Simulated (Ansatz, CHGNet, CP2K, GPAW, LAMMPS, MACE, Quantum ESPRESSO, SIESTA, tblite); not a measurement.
**Other levels on aqueous Li+ and I-, 1.5 mol of salt per kg of water at 360 K (110 atoms)**

Density of this cell: 1.14 g/cm³. The cell holds 110 atoms: 36 O, 72 H, 1 Li and 1 I. Cell: a = 10.442 Å, b = 10.442 Å, c = 10.442 Å, α = 90.0°, β = 90.0°, γ = 90.0°. 36 H2O, 1 Li+, 1 I- placed at random, at 1.14 g/cm³; overlaps pushed apart, then 10 ps at 420 K with Joung-Cheatham ions (J. Phys. Chem. B 112, 9020 (2008)); SPC/E water (Berendsen, Grigera and Straatsma, J. Phys. Chem. 91, 6269 (1987)). Snapshot after 20 ps at 360 K and fixed volume.

Geometry: as built.

The reference, a calculation:

* method: Kohn-Sham DFT, PBE, SSSP efficiency 1.3.0 pseudopotentials, plane waves (Quantum ESPRESSO 7.5); sssp-pbe-1.3.0-efficiency, cutoffs 60/480 Ry, Γ point
* r.m.s. force component: 0.5394 eV/Å
* longest force: 1.673 eV/Å
* pressure: -2.009 GPa
* gap (highest filled to lowest empty level): 3.635 eV
* time: 1.7 min on 2 MPI ranks of Arm Neoverse V2, shared host
* CPU time: 3.4 min

Runs, in no order:
A. MACE MP-0b3 medium potential: machine-learned interatomic potential MACE MP-0b3 medium, trained on PBE(+U) plane-wave data
B. SIESTA PBE, DZP, shift 0.01 Ry, mesh 500 Ry: Kohn-Sham DFT, PBE, PseudoDojo 0.4.1 norm-conserving pseudopotentials (converted to PSML), numerical atomic orbitals (DZP), diagonalisation
C. CP2K PBE, DZVP-MOLOPT-SR, 600/70 Ry, diagonalisation: Kohn-Sham DFT, PBE, GTH-PBE pseudopotentials, Gaussian and plane waves, DZVP-MOLOPT-SR-GTH, diagonalisation

**Question.** Rank the runs by how far their forces lie from the reference's, least first.

C, A, B.

| run | Δ force, r.m.s. (meV/Å) | share of r.m.s. force (%) | CPU time |
| --- | --- | --- | --- |
| C. CP2K PBE, DZVP-MOLOPT-SR, 600/70 Ry, diagonalisation | 33.3 | 6.17 | 5.6 min |
| A. MACE MP-0b3 medium potential | 57.5 | 10.7 | 8.1 s |
| B. SIESTA PBE, DZP, shift 0.01 Ry, mesh 500 Ry | 405 | 75.2 | 2.2 min |

With short bonds to hydrogen, sets of potentials differ among themselves by several per cent in forces even at converged cutoffs, so the reference isn't exact here either. Machine-learned potentials mimic data converged in k, so the reference's own k-point error enters their differences. The network of contacts between molecules at the start is that of the classical potential that made the cell, and needn't be the one that DFT or experiment would give. The electronic-structure runs sample only Γ, in a cell whose shortest periodic width is 10 Å.

[Hosts, paths, dates, database ids (printed as entryN), source tags and the programs' standing remarks are cut or masked in the printed files.]
